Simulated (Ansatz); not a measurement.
# Lattice dynamics of Ta2NO2 monolayer, part 2 of 2

Aim: the vibrations of Ta2NO2 monolayer, their spectra, and whether the structure is stable.

Ansatz 0.2.0; DFT PBEsol, scalar-relativistic, plane waves, PAW; PAW set soft_1.

So far. Step 4 (Relaxing to small forces for the phonons): The largest force component left is 0.82 meV/Å, within the tolerances set. Step 5 (Modes at Γ): Before it was imposed, the acoustic sum rule was missed by 4.5e-5 eV/Å². Small misses are needed for a sound result but don't prove that mesh and cutoff are converged. The lowest optical mode is real, 115 cm⁻¹.

### Step 6. Phonons on a q mesh

Stability and thermal properties need the whole zone. Linear response on a 4×4×1 q mesh gives force constants as far as a supercell of that size would.

input.yaml reads:

```yaml
crystal:
  lattice:
    - [3.1012477371, 0.0, 0.0]
    - [-1.5506238685, 2.6857593238, 0.0]
    - [0.0, 0.0, 32.6]
  atoms:
    - { symbol: "N", position: [0.0, 0.0, 0.3067484663] }
    - { symbol: Ta, position: [0.3333333333, 0.6666666667, 0.3430484821] }
    - { symbol: Ta, position: [0.6666666667, 0.3333333333, 0.2704484504] }
    - { symbol: O, position: [0.6666666667, 0.3333333333, 0.3761112037] }
    - { symbol: O, position: [0.3333333333, 0.6666666667, 0.2373857288] }
  periodic: [true, true, false]
kpoints:
  mp_grid: { grid: [20, 20, 1] }
hamiltonian:
  xc: pbesol
  pseudopotentials: { kind: paw, azcp: { folder: soft_1 }, xc_functional: pbe }
scf:
  occupations: { method: methfessel_paxton, width: 0.2 }
output:
  eigenvalues: true
phonons:
  method: dfpt
  qmesh: [4, 4, 1]
  temperatures: { t_max: 1000, t_step: 50 }
  qpath:
    path:
      - [0.0, 0.0, 0.0]
      - [0.5, 0.0, 0.0]
      - [0.33333333, 0.33333333, 0.0]
      - [0.0, 0.0, 0.0]
    npoints: 10
```

The run is started by

```bash
$ ansatz run input.yaml --threads 4 --pin off --max-ram 16384MiB --backend cpu --events-out ev --progress --plain --runs-dir out
```

Numbers of over 12 decimals in the logs are rounded to 6 here.

The program printed:

```text
[...]
Crystal: 5 atoms, lattice volume = 271.532 Å³
Basis set: ecut = 420 eV, 5281 PW (Γ), exchange–correlation on 48×48×450 points (8 copies of the dense FFT grid, shifted against one another)
Bands: 27, of which v1, the nominal top of the filled ones, is band 22 counted from 1 (21 counted from 0)
Symmetry: 12 space group operations
k-points: 44 of 400 (irreducible under 6 space group operations, time reversal used)
[...]
SCF iter   1: F=—  HF=-21123.997117 eV  |F-HF|=—  |Δ(HF+E_count)|=         —  Δρ=7.27e-2  dr2=1.63e1  ethr=3.10e-3  ⟨swp⟩=12.1  Hψ=9071  notcnv=0
[...]
SCF iter  12: F=-21119.566743 eV  HF=-21119.566743 eV  |F-HF|=0.00e0  |Δ(HF+E_count)|=  2.33e-10  S|Δr|=    0.00e0  Δρ=3.33e-8  dr2=4.55e-12  ethr=1.00e-12  ⟨swp⟩=22.0  Hψ=12056  notcnv=0
SCF 1 converged in 12 iterations: F = -21119.566743 eV  dr2 = 4.55e-12
[...]
phonons: the bands overlap, so this run is a metal and interpolates without the dipole-dipole term. If the crystal is really an insulator or semiconductor, its LO-TO splitting is missing
NSCF: frozen V_eff on 44 k-points
WARN: eigensolver did not converge (k=1): 1 band(s) unlocked after 2 eigensolves, warm-restarted (20 sweeps on the last) at ethr=1.76e-12 eV (storage-precision floor; scheduled 1.00e-12 eV) (lowest unlocked band 26, counted from 0; max residual 4.59e-5 eV among the unlocked bands, 4.59e-5 eV over every band; other slots of this pass that fall short are told together in one closing line; warning suppressed until the next SCF loop or pass starts)
WARN: eigensolver did not converge in 5 slots of this pass, the one above among them; of largest residual over every band (k=1): 1 band(s) unlocked (lowest unlocked band 26, counted from 0; max residual 4.59e-5 eV among the unlocked bands, 4.59e-5 eV over every band); of lowest unlocked band (k=1): band 26
[...]
DFPT response loops at q = (0, 0, 0) (fractional): preconditioner auto → none (partly filled bands, converged f_vac=0.775); β = 0.50; Broyden in place of MSR1
[...]
SCF converged after 12 iterations
[...]
Free energy (F): -21119.566743 eV
[...]
Internal energy: -21119.566402 eV  (E = F + TS)
E sigma→0 (E₀):  -21119.566658 eV
Entropy (-TS):   -0.000341 eV (-0.068 meV/atom)
Fermi energy:    -5.332390 eV
[...]
--- Band table (eV; the first three rows and the last of 44) ---
  k-point 0: bands = [... 18 lower, -9.1647, -9.1647, -6.5732, -6.5732, -5.6623, -3.8456, -3.8456, -3.2745, ... 1 higher]
  k-point 1: bands = [... 18 lower, -9.2721, -9.2604, -6.5416, -6.4531, -5.6701, -3.8146, -3.8005, -3.2532, ... 1 higher]
  k-point 2: bands = [... 18 lower, -9.4870, -9.1118, -6.5934, -6.1535, -5.5881, -3.7099, -3.6913, -3.1953, ... 1 higher]
  k-point 43: bands = [... 18 lower, -10.2958, -10.0837, -5.5526, -5.0199, -4.9940, -2.8113, -2.5550, -2.5429, ... 1 higher]
--- Phonons (Γ-DFPT): 10 representative perturbations + reference (Σ response iterations 48) ---
  ASR residual: 3.106e-5 → 0.000e0 eV/Å²; symmetrization residual: 1.141e-5 eV/Å²
[...]
ASR residual per site (eV/Å²): 3.11e-5 1.07e-5 1.24e-5 1.14e-5 1.25e-5
[...]
--- Phonons (arbitrary-q DFPT): 4 irreducible q on the 4×4×1 mesh ---
  q = [0.0000, 0.0000, 0.0000] (star 1, of the zone-centre solve; hermiticity 6.78e-7, symmetrization 3.78e-11, taken by the last average 2.54e-8): 0.00 0.00 0.00 115.88 115.88 200.45 383.73 383.73 395.53 395.53 557.38 565.05 601.12 639.52 639.52
  q = [0.0000, 0.2500, 0.0000] (star 6, 15 solved perturbations on 210 of 400 k-point pairs; hermiticity 6.35e-7, symmetrization 1.95e-10, taken by the last average 9.35e-8): 75.48 76.09 109.49 110.52 143.11 169.38 369.55 388.39 409.48 423.21 518.36 524.92 597.13 621.44 638.77
[...]
q = [0.2500, 0.2500, 0.0000] (star 6, 10 solved perturbations in 3050 linear systems a pass and spin channel, the states on 400 of 400 k-point pairs; hermiticity 5.94e-7, symmetrization 1.00e-10, taken by the last average 1.11e-7): -156.49 -17.43 56.66 97.12 122.71 152.25 378.04 407.31 416.22 424.33 488.81 490.48 573.38 611.99 633.78
  sum rule: each row above includes the acoustic sum rule's correction from the zone centre's row sums; it moved no ω² by more than (0.78 cm⁻¹)²
  mesh force constants: q→R imaginary residual 6.53e-18; ASR residual 3.106e-5 → 0.000e0 eV/Å²; symmetrization residual 1.776e-14 eV/Å²
  interpolated dispersion: 31 rows × 15 modes
  density of states and harmonic sums: on the 24×24×1 q-mesh, interpolated from the force constants of a 4×4×1 supercell (no non-analytic term)
  largest difference from the sums on the solved wave vectors: F 1.73e-2 eV, S 2.01e-5 and C_V 2.81e-6 eV/K
  zero-point energy: 0.307287 eV/cell   skipped modes (ω ≤ 0): 84, of them read as no rigid motion or as one in doubt: 81 (1.340e0 modes/cell left out, lowest -158.90 cm⁻¹)   left out of the sums: 8.97e-2 of the cell's modes: C_V's classical limit lies that fraction below 3 k_B per atom; for a crystal, a wire or a layer, F and S can be off by more, and a phonons.interpolated_qmesh denser along its periods is the remedy for the sampling
```

Run time: 31 min. Hardware: 4 threads of Arm Neoverse V2, shared host; peak memory 5.6 GiB; 2.1 h of CPU time.

Numbers from this step:

```
sum-rule residual before enforcement                    : 3.11e-5 eV/Å²
lowest frequency on the path                            : -160.6 cm⁻¹
highest frequency on the path or at a solved wavevector : 650.2 cm⁻¹
highest optical mode at the zone centre (no LO-TO term) : 639.5 cm⁻¹
lowest optical zone-centre mode                         : 115.9 cm⁻¹
lowest mode on the q mesh (acoustic modes at Γ apart)   : -156.5 cm⁻¹
```

Frequencies (cm⁻¹) solved at each irreducible wavevector; negative means imaginary. Frequencies by wavevector, by row:

| q in reciprocal lattice units | star | mode 1 | mode 2 | mode 3 | mode 4 | mode 13 | mode 14 | mode 15 |
| --- | --- | --- | --- | --- | --- | --- | --- | --- |
| 0 0 0 | 1 | 0 | 0 | 0 | 115.9 | 601.1 | 639.5 | 639.5 |
| 0 0.25 0 | 6 | 75.5 | 76.1 | 109.5 | 110.5 | 597.1 | 621.4 | 638.8 |
| 0 -0.5 0 | 3 | -83.6 | -66.1 | 11.8 | 45.5 | 580.8 | 610.2 | 613.4 |
| 0.25 0.25 0 | 6 | -156.5 | -17.4 | 56.7 | 97.1 | 573.4 | 612 | 633.8 |

Interpolated from a 4×4×1 q mesh. Phonon branches along the path, in cm⁻¹:

| point | branch 1 | branch 2 | branch 3 | branch 4 | branch 12 | branch 13 | branch 14 | branch 15 |
| --- | --- | --- | --- | --- | --- | --- | --- | --- |
| Γ | 0 | 0 | 0 | 116 | 565 | 601 | 640 | 640 |
| halfway | 76 | 76 | 110 | 110 | 525 | 597 | 621 | 639 |
| M | -84 | -66 | 12 | 46 | 492 | 581 | 610 | 613 |
| halfway | -86 | -62 | -11 | 59 | 486 | 577 | 613 | 616 |
| K | -54 | -54 | 59 | 83 | 481 | 591 | 591 | 618 |
| halfway | -71 | 82 | 110 | 113 | 518 | 596 | 607 | 650 |
| Γ | 0 | 0 | 0 | 116 | 565 | 601 | 640 | 640 |

Tetrahedra on a 24×24×1 mesh, mean over bins of 10 cm-1. Interpolated from a 4×4×1 q mesh. Phonon density of states against wavenumber; read off at these points:

wavenumber (cm⁻¹), phonon density of states (1/cm⁻¹/cell) and a bar:
```
     -155     0.0047 ##
     -135     0.0059 ##
     -115     0.0066 ##
      -85     0.0089 ###
      -65     0.0066 ##
      -45     0.0114 ####
      -25     0.0099 ###
       -5     0.0086 ###
       25     0.0071 ##
       45     0.0110 ####
       65     0.0174 ######
       85     0.0428 ##############
      105     0.0638 ####################
      125     0.0560 ##################
      155     0.0148 #####
      175     0.0094 ###
      195     0.0054 ##
      215     0.0000 
      235     0.0000 
      265     0.0000 
      285     0.0000 
      305     0.0000 
      325     0.0000 
      345     0.0000 
      375     0.0485 ################
      385     0.0718 #######################
      395     0.0418 #############
      405     0.0918 #############################
      415     0.0626 ####################
      425     0.0819 ##########################
      435     0.0004 
      455     0.0000 
      475     0.0007 
      505     0.0290 #########
      525     0.0170 #####
      545     0.0102 ###
      565     0.0016 #
      585     0.0299 ##########
      615     0.0935 ##############################
      635     0.0245 ########
      655     0.0006
```

The partial phonon density of states has structure finer than the step of the table below, so its rows give means over 50 cm⁻¹, whole bins alone (the curve runs from -170 to 679 cm⁻¹). Peaks (cm⁻¹: height): N 577.5: 0.0303, 614.9: 0.0638; O 406.5: 0.0731, 492.0: 0.0449; Ta -58.3: 0.0149, 118.0: 0.0612.

Phonopy on the run's constants, 21x21x1 mesh, Gaussian sigma 6.1 cm-1. Interpolated from a 4×4×1 q mesh. Table of partial phonon density of states by wavenumber; means over each step; values in 1/cm⁻¹/cell:

| wavenumber (cm⁻¹) | N | O | Ta |
| --- | --- | --- | --- |
| -100 | 2.2e-4 | 6.2e-4 | 0.00654 |
| -50 | 4.8e-4 | 6.1e-4 | 0.0103 |
| 0 | 2.5e-4 | 3.7e-4 | 0.00549 |
| 50 | 5.1e-4 | 8.5e-4 | 0.0141 |
| 100 | 8.6e-4 | 0.00170 | 0.0452 |
| 150 | 2.0e-4 | 8.0e-4 | 0.0236 |
| 200 | 1.0e-5 | 1.9e-4 | 0.00307 |
| 250 | 0 | 0 | 0 |
| 300 | 0 | 0 | 0 |
| 350 | 2.1e-4 | 0.00543 | 2.7e-4 |
| 400 | 7.4e-4 | 0.0606 | 0.00217 |
| 450 | 1.3e-4 | 0.0110 | 2.1e-4 |
| 500 | 4.5e-4 | 0.0278 | 0.00284 |
| 550 | 0.00338 | 0.00750 | 7.9e-4 |
| 600 | 0.0372 | 0.00159 | 0.00148 |
| 650 | 0.0152 | 6.3e-4 | 4.5e-4 |

Symmetry leaves 4 wavevectors to solve. The lowest mode among them, the acoustic zeros apart, lies at q = (0.25, 0.25, 0) and is imaginary, 156.5i cm⁻¹, so the energy falls along it. Between them the interpolated path dips to 161i cm⁻¹.

### Step 7. Another isotope, element N, natural mass 14.007 amu

An isotope changes the mass and not the force constants, so no new electronic calculation is needed; the shifts show which modes move this element.

The same force constants with the mass of N changed from 14.007 to 15.000 u (phonopy, no LO-TO term). Both lists are sorted by frequency; levels can cross, so a row need not hold one and the same mode. Modes under 3 cm⁻¹ are left out. Isotope shifts, by row, the first 40 of 57 rows:

| q | rank | natural mass (cm⁻¹) | changed mass (cm⁻¹) |
| --- | --- | --- | --- |
| 0 0 0 | 4 | 115.9 | 115.9 |
| 0 0 0 | 5 | 115.9 | 115.9 |
| 0 0 0 | 6 | 200.4 | 200.4 |
| 0 0 0 | 7 | 383.7 | 383.7 |
| 0 0 0 | 8 | 383.7 | 383.7 |
| 0 0 0 | 9 | 395.5 | 395.5 |
| 0 0 0 | 10 | 395.5 | 395.5 |
| 0 0 0 | 11 | 557.4 | 554.8 |
| 0 0 0 | 12 | 565 | 565 |
| 0 0 0 | 13 | 601.1 | 584.2 |
| 0 0 0 | 14 | 639.5 | 618.8 |
| 0 0 0 | 15 | 639.5 | 618.8 |
| 0 0.25 0 | 1 | 75.48 | 75.38 |
| 0 0.25 0 | 2 | 76.09 | 75.98 |
| 0 0.25 0 | 3 | 109.5 | 109.5 |
| 0 0.25 0 | 4 | 110.5 | 110.5 |
| 0 0.25 0 | 5 | 143.1 | 143 |
| 0 0.25 0 | 6 | 169.4 | 169.4 |
| 0 0.25 0 | 7 | 369.6 | 368.9 |
| 0 0.25 0 | 8 | 388.4 | 388.3 |
| 0 0.25 0 | 9 | 409.5 | 409.4 |
| 0 0.25 0 | 10 | 423.2 | 423.1 |
| 0 0.25 0 | 11 | 518.4 | 518 |
| 0 0.25 0 | 12 | 524.9 | 524.7 |
| 0 0.25 0 | 13 | 597.1 | 578 |
| 0 0.25 0 | 14 | 621.4 | 602.9 |
| 0 0.25 0 | 15 | 638.8 | 618.4 |
| 0 -0.5 0 | 1 | -83.61 | -83.61 |
| 0 -0.5 0 | 2 | -66.09 | -65.96 |
| 0 -0.5 0 | 3 | 11.76 | 11.73 |
| 0 -0.5 0 | 4 | 45.53 | 45.53 |
| 0 -0.5 0 | 5 | 122.1 | 122 |
| 0 -0.5 0 | 6 | 125.3 | 125.3 |
| 0 -0.5 0 | 7 | 390.6 | 390.6 |
| 0 -0.5 0 | 8 | 406.7 | 406.7 |
| 0 -0.5 0 | 9 | 418.8 | 418.8 |
| 0 -0.5 0 | 10 | 426.3 | 426.3 |
| 0 -0.5 0 | 11 | 489.4 | 489.4 |
| 0 -0.5 0 | 12 | 492.4 | 491.8 |
| 0 -0.5 0 | 13 | 580.8 | 562.9 |

A mode of this element alone would shift by -3.37 %. The highest zone-centre frequency without the field goes from 639.5 to 618.8 cm⁻¹ (-3.2 %). The product of the frequency ratios over all optical modes at Γ is 0.906; the product rule, (m/m′)^(3k/2) (M′/M)^(3/2) with k = 1 such atoms and M the mass of the cell, gives 0.906.

### Step 8. Another isotope, element O, natural mass 15.999 amu

The same for O, from 16.00 to 18.00 u.

A mode of this element alone would shift by -5.72 %. The highest zone-centre frequency without the field goes from 639.5 to 639.2 cm⁻¹ (-0.0 %). The product of the frequency ratios over all optical modes at Γ is 0.713; the product rule, (m/m′)^(3k/2) (M′/M)^(3/2) with k = 2 such atoms and M the mass of the cell, gives 0.713.

### Step 9. Outcome

```
space group after relaxation (within 0.01 Å)            : P-3m1
area per atom                                           : 1.67 Å²
electronic character                                    : no gap on this mesh
highest optical mode at the zone centre (no LO-TO term) : 640 cm⁻¹
lowest optical zone-centre mode                         : 115 cm⁻¹
lowest mode on the q mesh (acoustic modes at Γ apart)   : -156 cm⁻¹
highest frequency on the path or at a solved wavevector : 650 cm⁻¹
imaginary modes on the 4×4×1 q mesh                     : yes
```

Modes are clearly imaginary (beyond 10i cm⁻¹) at 2 of the 4 irreducible wavevectors, most at q = (0.25, 0.25, 0) (156.5i cm⁻¹), so this structure is not a minimum of the energy. The optical modes at Γ span 115 to 640 cm⁻¹. The highest mode in this list at Γ, 639.9 cm⁻¹, is mostly motion of N (96 % of the kinetic energy). With no gap, or one that is small against the smearing, the frequencies hang on the k mesh and the smearing, most of all near Kohn anomalies. The phonon runs are without spin polarisation, although the cell has an odd electron count. In a sheet or slab the interpolated bending branch near Γ is rough, since the rotational sum rule isn't imposed. Spin-orbit coupling is left out, which can matter for the heavy elements here. The PAW files were made for PBE and serve the other functionals too. A phonon run warned that its eigensolver left some bands unconverged in a pass. The starting cell was built on a prototype and not taken from a measurement. These are harmonic frequencies at zero temperature: anharmonic shifts, linewidths and thermal expansion are left out.

[Logs are printed without paths, hosts, clocks, repeated set-up lines and the standing remarks that a program may print on its own settings, such as how far it seeks lower states.]

[Hosts, paths, dates, database ids (printed as entryN), source tags and the programs' standing remarks are cut or masked in the printed files.]
